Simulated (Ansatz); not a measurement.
# What SrPbSe3 (model cell, started as cubic perovskite with Pb in the octahedra) distorts into

Which phase does SrPbSe3 (model cell, started as cubic perovskite with Pb in the octahedra) fall into along its unstable mode, and how much energy does it gain?

Program: Ansatz 0.2.0. Level of theory: DFT PBE, scalar-relativistic, plane waves, PAW; PAW set soft_1. Results are calculated unless marked as measured.

This is a report of a sequence of runs, with most program output left out.

The structure was built from a prototype and need not be the compound's stable phase.

## 1. The starting structure

The structure is cubic, space group Pm-3m (No. 221). The conventional cell has a = 5.458 Å, b = 5.458 Å, c = 5.458 Å, α = 90.00°, β = 90.00°, γ = 90.00°. Nearest to Sr lie 12 Se at 3.86 Å. Pb has 6 Se at 2.73 Å nearest. Se has 2 Pb at 2.73 Å and 4 Sr at 3.86 Å nearest. Farther neighbours and most contacts between anions are not listed.

Coordinates:

```cif
data_structure
_symmetry_space_group_name_H-M 'P 1'
_symmetry_Int_Tables_number 1
_cell_length_a 5.4577
_cell_length_b 5.4577
_cell_length_c 5.4577
_cell_angle_alpha 90.000
_cell_angle_beta 90.000
_cell_angle_gamma 90.000
_cell_volume 162.57
loop_
_atom_site_label
_atom_site_type_symbol
_atom_site_fract_x
_atom_site_fract_y
_atom_site_fract_z
_atom_site_occupancy
Sr1 Sr 0.00000 0.00000 0.00000 1
Pb2 Pb 0.50000 0.50000 0.50000 1
Se3 Se 0.50000 0.50000 0.00000 1
Se4 Se 0.50000 0.00000 0.50000 1
Se5 Se 0.00000 0.50000 0.50000 1
```

## 2. Phonons on a q mesh

The cell comes from relaxations at this level that are not shown. Stability and thermal properties need the whole zone. Linear response on a 2×2×2 q mesh gives force constants as far as a supercell of that size would.

input.yaml

```yaml
crystal:
  lattice:
    - [5.4577123742, 0.0, 0.0]
    - [0.0, 5.4577123742, 0.0]
    - [0.0, 0.0, 5.4577123742]
  atoms:
    - { symbol: Sr, position: [0.0, 0.0, 0.0] }
    - { symbol: Pb, position: [0.5, 0.5, 0.5] }
    - { symbol: Se, position: [0.5, 0.5, 0.0] }
    - { symbol: Se, position: [0.5, 0.0, 0.5] }
    - { symbol: Se, position: [0.0, 0.5, 0.5] }
kpoints:
  mp_grid: { grid: [8, 8, 8] }
hamiltonian:
  xc: pbe
  pseudopotentials: { kind: paw, azcp: { folder: soft_1 } }
scf:
  occupations: { method: methfessel_paxton, width: 0.2 }
output:
  eigenvalues: true
phonons:
  method: dfpt
  qmesh: [2, 2, 2]
  temperatures: { t_max: 1000, t_step: 50 }
  qpath:
    path:
      - [[0.0, 0.0, 0.0], [0.0, 0.5, 0.0], [0.5, 0.5, 0.0], [0.0, 0.0, 0.0], [0.5, 0.5, 0.5], [0.0, 0.5, 0.0]]
      - [[0.5, 0.5, 0.5], [0.5, 0.5, 0.0]]
    npoints: 10
```

On the command line:

```bash
$ ansatz run input.yaml --threads 4 --pin off --max-ram 16384MiB --backend cpu --events-out ev --progress --plain --runs-dir out
```

The job ended after 11 min (4 threads of Arm Neoverse V1, shared host; peak memory 2.3 GiB; 42 min of CPU time).

Numbers from this step:

- volume per atom: 32.51 Å³
- gap on the k-mesh: 0 eV
- sum-rule residual before enforcement: 6.90e-5 eV/Å²
- lowest frequency on the path: -90.14 cm⁻¹
- point group: m-3m
- highest frequency on the path or at a solved wavevector: 197.8 cm⁻¹
- highest optical mode at the zone centre (no LO-TO term): 193.2 cm⁻¹
- lowest optical zone-centre mode: -81.13 cm⁻¹
- lowest mode on the q mesh (acoustic modes at Γ apart): -90.14 cm⁻¹

Frequencies (cm⁻¹) solved at each irreducible wavevector; negative means imaginary. Frequencies by wavevector, by row:

```tsv
q in reciprocal lattice units	star	mode 1	mode 2	mode 3	mode 4	mode 13	mode 14	mode 15
0 0 0	1	-81.1	-81.1	-81.1	-63.4	193.2	193.2	193.2
0 0 -0.5	3	-78	-78	-73.8	-65.8	175.3	195.4	195.4
0 -0.5 -0.5	3	-90.1	-90.1	-76.6	-65	164.6	179.7	197.8
-0.5 -0.5 -0.5	1	-80.2	-80.2	-80.2	-79.6	163.3	163.3	197.5
```

Interpolated from a 2×2×2 q mesh. The phonon branches at the labelled points (cm⁻¹):

```tsv
point	branch 1	branch 2	branch 3	branch 4	branch 12	branch 13	branch 14	branch 15
Γ	-81	-81	-81	-63	0	193	193	193
halfway	-79	-79	-74	-69	74	186	194	194
X	-78	-78	-74	-66	112	175	195	195
halfway	-84	-79	-78	-73	112	172	188	197
M	-90	-90	-77	-65	113	165	180	198
halfway	-84	-75	-74	-71	76	183	189	195
Γ	-81	-81	-81	-63	0	193	193	193
halfway	-81	-81	-76	-70	80	183	183	195
R	-80	-80	-80	-80	115	163	163	198
halfway	-82	-80	-76	-76	113	170	183	196
X	-78	-78	-74	-66	112	175	195	195
jump to R	-80	-80	-80	-80	115	163	163	198
halfway	-85	-85	-78	-74	114	164	175	197
M	-90	-90	-77	-65	113	165	180	198
```

Symmetry leaves 4 wavevectors to solve. The lowest mode among them, the acoustic zeros apart, lies at q = (0, -0.5, -0.5) and is imaginary, 90.1i cm⁻¹, so the energy falls along it.

## 3. The mode frozen in, largest atomic shift 0 Å

The mode followed lies at q = (0, -0.5, -0.5) with frequency 90.1i cm⁻¹ and is 2-fold degenerate, the softest among the wavevectors solved. At small amplitude the distorted cell has space group no. 51 by a symmetry search on the positions. The undistorted cell that holds it gives the zero of energy on the same k mesh.

System of this step: SrPbSe3 (model cell, started as cubic perovskite with Pb in the octahedra). It takes space group Pm-3m (No. 221, cubic). Conventional cell: a = 5.458 Å, b = 5.458 Å, c = 5.458 Å, α = 90.00°, β = 90.00°, γ = 90.00°. Nearest to Sr lie 12 Se at 3.86 Å. Nearest to Pb lie 6 Se at 2.73 Å. Nearest to Se lie 2 Pb at 2.73 Å and 4 Sr at 3.86 Å. Se has 2 Pb at 2.73 Å and 4 Sr at 3.86 Å nearest. Farther neighbours and most contacts between anions are not listed.

input.yaml

```yaml
crystal:
  lattice:
    - [-5.4577123742, 0.0, 0.0]
    - [0.0, -5.4577123742, -5.4577123742]
    - [0.0, -5.4577123742, 5.4577123742]
  atoms:
    - { symbol: Sr, position: [0.0, 0.5, 0.5] }
    - { symbol: Sr, position: [0.0, 1.0, 1.0] }
    - { symbol: Pb, position: [0.5, 0.0, 0.5] }
    - { symbol: Pb, position: [0.5, 0.5, 0.0] }
    - { symbol: Se, position: [0.5, 0.25, 0.25] }
    - { symbol: Se, position: [0.5, 0.75, 0.75] }
    - { symbol: Se, position: [0.5, 0.25, 0.75] }
    - { symbol: Se, position: [0.5, 0.75, 0.25] }
    - { symbol: Se, position: [1.0, 0.0, 0.5] }
    - { symbol: Se, position: [1.0, 0.5, 0.0] }
kpoints:
  mp_grid: { grid: [8, 6, 6] }
hamiltonian:
  xc: pbe
  pseudopotentials: { kind: paw, azcp: { folder: soft_1 } }
scf:
  occupations: { method: methfessel_paxton, width: 0.2 }
output:
  forces: true
  stress: true
  eigenvalues: true
```

Elapsed: 28 s, on 4 threads; peak memory 1.5 GiB; 1.9 min of CPU time.

Numbers from this step:

```yaml
pressure: 0.1085 GPa
energy_from_the_undistorted_cell: 0 meV/atom
```

The run ends at a pressure of 0.11 GPa.

## 4. The mode frozen in, largest atomic shift 0.6 Å

The atoms are moved along the unstable eigenvector, the largest shift by 0.6 Å, with the cell fixed.

input.yaml, the sections that differ from step 3:

```yaml
crystal:
  lattice:
    - [-5.4577123742, 0.0, 0.0]
    - [0.0, -5.4577123742, -5.4577123742]
    - [0.0, -5.4577123742, 5.4577123742]
  atoms:
    - { symbol: Sr, position: [0.0, 0.5406171201, 0.5] }
    - { symbol: Sr, position: [0.0, 0.9593828799, 1.0] }
    - { symbol: Pb, position: [0.5, 0.0065620105, 0.5] }
    - { symbol: Pb, position: [0.5, 0.4934379895, 0.0] }
    - { symbol: Se, position: [0.5, 0.25, 0.25] }
    - { symbol: Se, position: [0.5, 0.75, 0.75] }
    - { symbol: Se, position: [0.5, 0.25, 0.75] }
    - { symbol: Se, position: [0.5, 0.75, 0.25] }
    - { symbol: Se, position: [1.0, -0.0777366119, 0.5] }
    - { symbol: Se, position: [1.0, 0.5777366119, 0.0] }
# kpoints, hamiltonian, scf, output: as in step 3
```

Run time: 45 s. Hardware: 4 threads; peak memory 1.8 GiB; 3 min of CPU time.

This step gave:

```yaml
pressure: 1.057 GPa
energy_from_the_undistorted_cell: -37.22 meV/atom
```

The energy, extrapolated to zero smearing, is -37.22 meV/atom against the undistorted cell.

The run ends at a pressure of 1.06 GPa, with forces up to 0.30 eV/Å.

## 5. Energy along the mode, all amplitudes (two of the runs are shown above)

An imaginary frequency means negative curvature, so the energy should fall and then rise again as anharmonic terms take over.

Numbers from this step:

```yaml
depth_at_the_lowest_point_sampled: 37.22 meV/atom
largest_atomic_shift_at_that_point: 0.6 Å
```

Table of energy from the parent by largest atomic shift:

```tsv
largest atomic shift (Å)	energy from the parent (meV/atom)
0.000	0
0.040	-0.439
0.080	-1.73
0.140	-5.13
0.220	-12.0
0.320	-22.8
0.450	-36.1
0.600	-37.2
```

Displacement at unit largest shift by atom:

```tsv
atom	x (Å)	y (Å)	z (Å)	size
Sr1	0.000	-0.369	-0.369	0.522
Sr2	0.000	0.369	0.369	0.522
Pb3	0.000	-0.060	-0.060	0.085
Pb4	0.000	0.060	0.060	0.085
Se5	0.000	0.000	0.000	0.000
Se6	0.000	0.000	0.000	0.000
Se7	0.000	0.000	0.000	0.000
Se8	0.000	0.000	0.000	0.000
Se9	0.000	0.707	0.707	1.000
Se10	0.000	-0.707	-0.707	1.000
```

The lowest of the steps tried is the last one, at 0.6 Å, 37.2 meV/atom below the parent; the bottom of the well need not coincide with a step.

## 6. Relaxation from the frozen mode

Starting from the lowest point found, all atoms and the cell are let go, so that strain and other modes of the same symmetry can join in.

Changes to input.yaml since step 4:

```diff
@@ -27 +27,10 @@
   eigenvalues: true
+  write_density: true
+  write_potential: true
+  elf: true
+  volumetric_format: npy
+relax:
+  adjacent_minimum: "off"
+  f_tol: 0.002
+  max_steps: 120
+  cell: { stress_tol: 0.03 }
```

Wall time 19 min (4 threads); peak memory 1.9 GiB; 75 min of CPU time.

Relaxation path:

```tsv
step	energy less that of the first step (eV)	largest force component (eV/Å)	pressure (GPa)	volume (Å³)
1	0.0000	0.2095	1.06	325.13
2	-0.2081	0.2024	-0.12	333.06
3	-0.2724	0.0752	0.09	327.09
4	-0.2920	0.0502	0.06	326.82
5	-0.3105	0.3838	0.66	321.45
6	-0.5476	0.3594	0.78	318.29
7	-0.8096	0.2403	0.42	320.50
8	-1.1013	0.4203	0.20	319.38
9	-1.4082	0.4281	-0.29	318.63
10	-1.6373	0.2162	-0.11	316.45
11	-1.7311	0.0308	0.41	314.10
12	-1.7244	0.0663	-0.22	319.70
13	-1.7388	0.0395	-0.05	318.39
14	-1.7398	0.0225	0.01	318.70
15	-1.7403	0.0018	-0.01	318.84
16*	-1.7457	0.0015	0.03	318.84
17	-1.7458	0.0017	-0.05	319.46
18	-1.7459	0.0006	-0.01	319.06
19*	-1.7459	0.0006	-0.01	319.06
```

Relaxation steps marked * repeat the geometry before them on a plane-wave basis chosen anew for their cell, so energy and pressure can jump there. Relaxation step 12 was tried and not accepted.

The run keeps the 8 symmetry operations that it works with, so distortions that break them were not tested.

```tsv
cell as run	before	after	change
a (Å)	5.458	4.336	-20.6 %
b (Å)	7.718	8.777	+13.7 %
c (Å)	7.718	8.384	+8.6 %
volume (Å³/atom)	32.51	31.91	-1.9 %
```

The atoms that moved most (Å, as changes of fractional coordinates times the final cell):

```tsv
atom	dx	dy	dz	length
Se10	0.000	-1.102	-1.102	1.559
Se9	0.000	1.102	1.102	1.559
Sr2	0.000	-0.942	-0.942	1.333
Sr1	0.000	0.942	0.942	1.333
Pb3	0.000	0.155	0.155	0.220
Pb4	0.000	-0.155	-0.155	0.220
```

Numbers from this step:

- pressure: -0.005075 GPa
- volume per atom: 31.91 Å³

ELF in the ab plane at fractional z = 0.000, with atoms of Sr and Pb and Se within 0.2 Å of it. It is the smooth field of the valence electrons, not physical close to the nuclei.

Values, 24 rows by 14 columns, each cell a mean:
```
0.18 0.14 0.08 0.04 0.03 0.02 0.02 0.01 0.02 0.02 0.03 0.05 0.10 0.16
0.42 0.39 0.33 0.23 0.12 0.05 0.03 0.02 0.03 0.07 0.15 0.27 0.36 0.40
0.81 0.79 0.71 0.52 0.26 0.08 0.04 0.03 0.04 0.13 0.35 0.60 0.75 0.80
0.80 0.81 0.78 0.64 0.37 0.12 0.05 0.04 0.06 0.19 0.48 0.71 0.80 0.81
0.46 0.60 0.74 0.68 0.44 0.15 0.06 0.04 0.08 0.24 0.55 0.73 0.71 0.55
0.12 0.34 0.68 0.69 0.47 0.17 0.07 0.05 0.09 0.27 0.57 0.72 0.57 0.23
0.35 0.54 0.74 0.69 0.43 0.16 0.09 0.07 0.10 0.24 0.54 0.73 0.68 0.46
0.75 0.78 0.76 0.58 0.30 0.17 0.16 0.17 0.16 0.19 0.39 0.67 0.78 0.77
0.79 0.75 0.60 0.36 0.23 0.28 0.35 0.37 0.33 0.25 0.26 0.44 0.67 0.77
0.59 0.49 0.32 0.25 0.32 0.40 0.35 0.32 0.37 0.38 0.28 0.26 0.38 0.54
0.25 0.22 0.22 0.31 0.42 0.30 0.09 0.05 0.15 0.38 0.38 0.27 0.21 0.23
0.09 0.13 0.26 0.38 0.46 0.23 0.03 0.01 0.07 0.36 0.44 0.34 0.20 0.11
0.05 0.11 0.29 0.41 0.48 0.39 0.20 0.13 0.25 0.46 0.45 0.38 0.21 0.08
0.04 0.08 0.23 0.37 0.43 0.46 0.45 0.43 0.46 0.46 0.41 0.33 0.16 0.06
0.03 0.05 0.12 0.22 0.30 0.34 0.36 0.37 0.36 0.33 0.28 0.18 0.09 0.04
0.02 0.02 0.05 0.08 0.12 0.16 0.18 0.18 0.17 0.15 0.11 0.07 0.04 0.02
0.03 0.02 0.02 0.04 0.06 0.07 0.08 0.08 0.08 0.07 0.05 0.03 0.02 0.02
0.29 0.19 0.06 0.03 0.04 0.07 0.08 0.08 0.07 0.06 0.04 0.03 0.11 0.23
0.83 0.75 0.45 0.13 0.04 0.06 0.08 0.09 0.07 0.05 0.05 0.21 0.59 0.79
0.79 0.83 0.78 0.42 0.08 0.04 0.07 0.08 0.06 0.04 0.16 0.59 0.82 0.82
0.23 0.58 0.84 0.66 0.18 0.04 0.05 0.06 0.04 0.05 0.34 0.78 0.79 0.44
0.17 0.55 0.85 0.71 0.23 0.03 0.03 0.04 0.02 0.05 0.41 0.81 0.79 0.40
0.71 0.81 0.83 0.59 0.15 0.02 0.02 0.02 0.01 0.04 0.29 0.72 0.84 0.78
0.75 0.70 0.51 0.21 0.04 0.01 0.01 0.01 0.01 0.01 0.08 0.32 0.61 0.73
```
Columns run along a (4.3 Å), rows up along b (8.8 Å). Atoms in or near the plane, at fractional coordinates: Sr at (0.00, 0.11), Pb at (0.50, 0.52), Se at (0.00, 0.76).

Electrostatic potential energy in the ab plane at fractional z = 0.000, with atoms of Sr and Pb and Se within 0.2 Å of it. With pseudopotentials it is smooth inside the atoms' cores, unlike the true potential.

Values in eV, 24 rows by 14 columns, each cell a mean:
```
  2   3   5   7   8   9  10  10  10   9   8   6   4   2
  6   7   8   9  10  10  11  11  10  10   9   8   7   7
  3   4   7   9  10  11  11  11  11  11  10   8   6   4
 -9  -8  -1   7  10  11  11  11  11  11   9   5  -4  -9
  5  -4 -10   1   8  11  11  11  11  10   7  -3 -10   0
 11   7 -11  -3   7  10  11  11  11   9   5  -8  -5  10
  7  -1 -11   0   7   9   9   9   9   9   6  -5  -9   3
 -9  -9  -3   5   7   7   6   5   6   7   7   3  -7 -10
  1   3   6   6   4  -2  -8 -11  -7   1   5   6   5   2
  9   9   8   4  -5 -23 -32 -33 -30 -16  -1   6   8   9
 10   9   7   1 -18 -35 -32 -30 -34 -32 -10   4   8   9
 10   9   6  -1 -22 -35 -30 -27 -32 -34 -13   3   8   9
  9   9   7   2 -13 -33 -35 -34 -35 -27  -6   5   8   9
  9   9   8   6   0 -13 -23 -26 -20  -7   3   7   8   9
  9   9   9   8   6   3   0  -1   1   5   7   8   9   9
  8   8   9   9   9   8   8   8   8   8   9   9   9   8
  7   7   8   8   9  10  10  10  10   9   9   8   7   7
  2   3   5   7   8  10  10  10  10   9   8   6   4   3
-12  -7  -1   3   7   9  10  10  10   8   6   2  -4  -9
-62 -47 -16  -2   4   8   9   9   9   7   3  -5 -28 -54
-70 -69 -42  -7   2   7   8   9   8   6   0 -14 -59 -70
-70 -69 -45  -8   2   6   8   8   8   5  -1 -14 -62 -70
-66 -53 -19  -3   4   7   8   9   8   6   2  -6 -32 -60
-15 -10  -2   3   6   8   9   9   9   7   5   1  -5 -12
```
Columns run along a (4.3 Å; values clipped at the 3rd and 97th percentile), rows up along b (8.8 Å). Atoms in or near the plane, at fractional coordinates: Sr at (0.00, 0.11), Pb at (0.50, 0.52), Se at (0.00, 0.76).

Valence density in the ab plane at fractional z = 0.000, with atoms of Sr and Pb and Se within 0.2 Å of it. It is the smooth field of the valence electrons, not physical close to the nuclei.

Ten steps, logarithmic in the rise over the least value, from '0' (0 e/Å³) to '9' (49 e/Å³), each cell a mean:
```
00000000000000
00000000000000
11000000000001
22100000000112
75210000000136
97310000000148
75210000000136
32110000000122
11100111110011
00001234321000
00012455531000
00012456532000
00002345431000
00001223210000
00000011100000
00000000000000
00000000000000
00000000000000
21000000000011
33210000000123
33310000000233
33310000000233
33210000000133
21100000000012
```
Columns run along a (4.3 Å), rows up along b (8.8 Å). Atoms in or near the plane, at fractional coordinates: Sr at (0.00, 0.11), Pb at (0.50, 0.52), Se at (0.00, 0.76).

The distorted start has space group Pmma; the relaxation ends in Pmma.

## 7. The new phase in its own primitive cell

The relaxed structure is symmetrised, reduced to its primitive cell and relaxed tightly, as its phonons need.

input.yaml

```yaml
crystal:
  lattice:
    - [8.3842414439, 0.0, 0.0]
    - [0.0, 4.335677081, 0.0]
    - [0.0, 0.0, 8.7771252894]
  atoms:
    - { symbol: Sr, position: [0.25, 0.0, 0.1387988299] }
    - { symbol: Sr, position: [0.75, 0.0, 0.8612011701] }
    - { symbol: Pb, position: [0.25, 0.5, 0.7315089529] }
    - { symbol: Pb, position: [0.75, 0.5, 0.2684910471] }
    - { symbol: Se, position: [0.5, 0.5, 0.0] }
    - { symbol: Se, position: [0.0, 0.5, 0.5] }
    - { symbol: Se, position: [0.0, 0.5, 0.0] }
    - { symbol: Se, position: [0.5, 0.5, 0.5] }
    - { symbol: Se, position: [0.25, 0.0, 0.4946410378] }
    - { symbol: Se, position: [0.75, 0.0, 0.5053589622] }
kpoints:
  mp_grid: { grid: [4, 8, 4] }
hamiltonian:
  xc: pbe
  pseudopotentials: { kind: paw, azcp: { folder: soft_1 } }
scf:
  occupations: { method: methfessel_paxton, width: 0.2 }
output:
  forces: true
  stress: true
  eigenvalues: true
relax:
  adjacent_minimum: "off"
  f_tol: 0.001
  max_steps: 60
  cell: { stress_tol: 0.01 }
```

The job ended after 2.9 min (4 threads; peak memory 1.4 GiB; 11 min of CPU time).

[end of part 1 of 2]

[Logs are printed without paths, hosts, clocks, repeated set-up lines and the standing remarks that a program may print on its own settings, such as how far it seeks lower states.]

[Hosts, paths, dates, database ids (printed as entryN), source tags and the programs' standing remarks are cut or masked in the printed files.]
